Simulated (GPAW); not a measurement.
# Settings that the conductance of a Zr chain with one S atom in line needs, part 4 of 4

Wanted: a convergence study of zero-bias transport through a Zr chain with one S atom in line, with run times.

GPAW 26.7.0; GPAW LCAO, PAW setups; Landauer transmission from Green's functions with principal layers (ASE), zero bias.

So far, transmission at the Fermi level (one spin): step 2 (the reference run) 2.10; step 15 (grid spacing 0.22 Å) 2.10; step 16 (grid spacing 0.16 Å) 2.10; step 19 (k-points along the lead 2) 2.10; step 20 (k-points along the lead 4) 2.12.

**21. K-points along the lead: lead_nz = 8**

Contents of run.py:

```python
import json
import numpy as np
from ase import Atoms
from ase.transport.calculators import TransportCalculator
from gpaw import GPAW, FermiDirac
from gpaw.lcao.tools import get_lcao_hamiltonian
from scipy.linalg import eigh

# The junction with lead layers at both ends, along the third cell vector
device = Atoms(
    ['Zr', 'Zr', 'Zr', 'Zr', 'Zr', 'Zr', 'S', 'Zr', 'Zr', 'Zr', 'Zr', 'Zr', 'Zr'],
    positions=[
        [4.50000, 4.50000, 1.30000],
        [4.50000, 4.50000, 3.90000],
        [4.50000, 4.50000, 6.50000],
        [4.50000, 4.50000, 9.10000],
        [4.50000, 4.50000, 11.70000],
        [4.50000, 4.50000, 14.30000],
        [4.50000, 4.50000, 16.48750],
        [4.50000, 4.50000, 18.67500],
        [4.50000, 4.50000, 21.27500],
        [4.50000, 4.50000, 23.87500],
        [4.50000, 4.50000, 26.47500],
        [4.50000, 4.50000, 29.07500],
        [4.50000, 4.50000, 31.67500]],
    cell=[[9.0, 0.0, 0.0], [0.0, 9.0, 0.0], [0.0, 0.0, 32.975]],
    pbc=True)

# One principal layer of the lead: the first 4 atoms of the device
lead = Atoms(
    ['Zr', 'Zr', 'Zr', 'Zr'],
    positions=[
        [4.50000, 4.50000, 1.30000],
        [4.50000, 4.50000, 3.90000],
        [4.50000, 4.50000, 6.50000],
        [4.50000, 4.50000, 9.10000]],
    cell=[[9.0, 0.0, 0.0], [0.0, 9.0, 0.0], [0.0, 0.0, 10.4]],
    pbc=True)

settings = dict(mode='lcao', basis='dzp', xc='LDA', h=0.2,
                occupations=FermiDirac(0.1), maxiter=250,
                mixer=dict(beta=0.1, nmaxold=8, weight=100.0),
                convergence=dict(density=0.0001))
energies = np.arange(-2, 2 + 1e-9, 0.05)
eta = 0.0001
n1, n2 = 1, 1
# k and -k transmit alike, so half of the mesh across the current serves
mesh = [(i, j) for i in range(n1) for j in range(n2) if (i, j) <= (-i % n1, -j % n2)]
weights = np.array([1 if (i, j) == (-i % n1, -j % n2) else 2 for i, j in mesh]) / (n1 * n2)

# [... helper functions left out ...]
fermi_lead = ground_state(lead, (1, 1, 8), 'lead.txt')
fermi_device = ground_state(device, (1, 1, 3), 'device.txt')
# [... loop over the mesh left out, but for ...]
        # Shift the lead onto the potential of the device's first layer
        shift = ((H[:, 0, 0] - H0[:, 0, 0]) / S0[0, 0]).real.mean()
# [...]
kT = 8.617333e-5 * 77
bias = [0.1, 0.2, 0.5, 1.0, 1.5, 2.0]
# [... integrals and printing left out ...]
```

Launch:

```
OMP_NUM_THREADS=1 OPENBLAS_NUM_THREADS=2 python run.py
```

The program printed:

```text
basis functions: device 361, principal layer 116
Fermi level: lead -2.0019 eV, device -2.0679 eV; lead shifted by 0.0022 eV
largest coupling past the next layer 9.77e-06 eV, largest misfit of the first layer 0.022 eV
  E-E_F (eV)   T (one spin)  [channel counts left out]
    -2.000    1.2554e-01
    -1.950    1.3272e-01
    -1.900    1.3892e-01
[...]
1.950    5.4652e-01
     2.000    5.3017e-01
conductance at 77 K: 2.1038 G0 a cell; thermopower -0.3056 uV/K
current from the zero-bias T(E) at 0.1 V: 16.346 uA
current from the zero-bias T(E) at 0.2 V: 32.844 uA
current from the zero-bias T(E) at 0.5 V: 82.824 uA
current from the zero-bias T(E) at 1.0 V: 163.73 uA
current from the zero-bias T(E) at 1.5 V: 239.33 uA
current from the zero-bias T(E) at 2.0 V: 304.24 uA
```

Elapsed: 94 s, on 2 threads of Intel Xeon 6975P-C (Granite Rapids), shared host; peak memory 1.3 GiB.

The conductance equals that of the base run to 0.2 %.

**22. Varying the k-points along the lead: lead_nz = 30**

Edit run.py of step 21 so:

```diff
@@ -51,3 +51,3 @@
 # [... helper functions left out ...]
-fermi_lead = ground_state(lead, (1, 1, 8), 'lead.txt')
+fermi_lead = ground_state(lead, (1, 1, 30), 'lead.txt')
 fermi_device = ground_state(device, (1, 1, 3), 'device.txt')
```

The program printed:

```text
basis functions: device 361, principal layer 116
Fermi level: lead -2.0006 eV, device -2.0679 eV; lead shifted by 0.0065 eV
largest coupling past the next layer 9.77e-06 eV, largest misfit of the first layer 0.025 eV
  E-E_F (eV)   T (one spin)  [channel counts left out]
    -2.000    1.2551e-01
    -1.950    1.3262e-01
    -1.900    1.3877e-01
[...]
1.950    5.4697e-01
     2.000    5.3041e-01
conductance at 77 K: 2.1067 G0 a cell; thermopower -0.3616 uV/K
current from the zero-bias T(E) at 0.1 V: 16.377 uA
current from the zero-bias T(E) at 0.2 V: 32.896 uA
current from the zero-bias T(E) at 0.5 V: 82.914 uA
current from the zero-bias T(E) at 1.0 V: 163.78 uA
current from the zero-bias T(E) at 1.5 V: 239.3 uA
current from the zero-bias T(E) at 2.0 V: 304.26 uA
```

Elapsed: 1.9 min, on 2 threads; peak memory 1.3 GiB.

The conductance equals that of the base run to 0.2 %.

**23. Convergence in the k-points along the lead**

The runs and the base run on one axis.

This step: convergence of the conductance (GPAW 26.7.0).

The conductance by k-points along the lead:

```csv
k-points along the lead,conductance (G₀)
2.0,2.10
4.0,2.12
8.0,2.10
11.0,2.11
30.0,2.11
```

**24. Outcome**

| Property | Result |
| --- | --- |
| conductance at the base settings | 2.11 G₀ |
| range over the periods in a principal layer (2 to 5) | 1.76 to 2.11 G₀ |
| range over the width of the vacuum box (5 to 13 Å) | 2.09 to 2.42 G₀ |
| range over the grid spacing (0.14 to 0.3 Å) | 2.10 to 2.11 G₀ |
| range over the k-points along the lead (2 to 30) | 2.10 to 2.12 G₀ |

What this shows: At the base settings the conductance, averaged at 77 K, is 2.11 G₀. In the periods in a principal layer, 4 already gives the conductance within 3 % of the finest value tried; currents at finite bias may need more. In the width of the vacuum box, 7.5 Å already gives the conductance within 3 % of the finest value tried; currents at finite bias may need more. In the grid spacing, no value tried moves the conductance by 3 %. In the k-points along the lead, no value tried moves the conductance by 3 %. T is read at the junction's Fermi level after the lead is aligned to it, so the test of the lead's mesh is blind to a shift of the lead's own level, and the junction's own mesh wasn't varied. Over the ranges tried, the periods in a principal layer moves it most, counted as a ratio. The geometry was built from estimated bond lengths and not relaxed, so the numbers describe this model structure. The run had no spin polarisation, so a magnetic state, which chains and small molecules with open shells often have, wasn't tested. An evenly spaced straight chain is an idealisation: free chains tend to dimerise, zigzag or, where a band edge lies near the Fermi level, turn magnetic. The currents use the zero-bias T(E) throughout, which holds only while the bias is small against the distance to the nearest feature. The thermopower isn't quoted: it samples T(E) farther from the Fermi level than the conductance does, and the energy grid wasn't tested for it.

[Logs are printed without paths, hosts, clocks, repeated set-up lines and the standing remarks that a program may print on its own settings, such as how far it seeks lower states.]

[Hosts, paths, dates, database ids (printed as entryN), source tags and the programs' standing remarks are cut or masked in the printed files.]
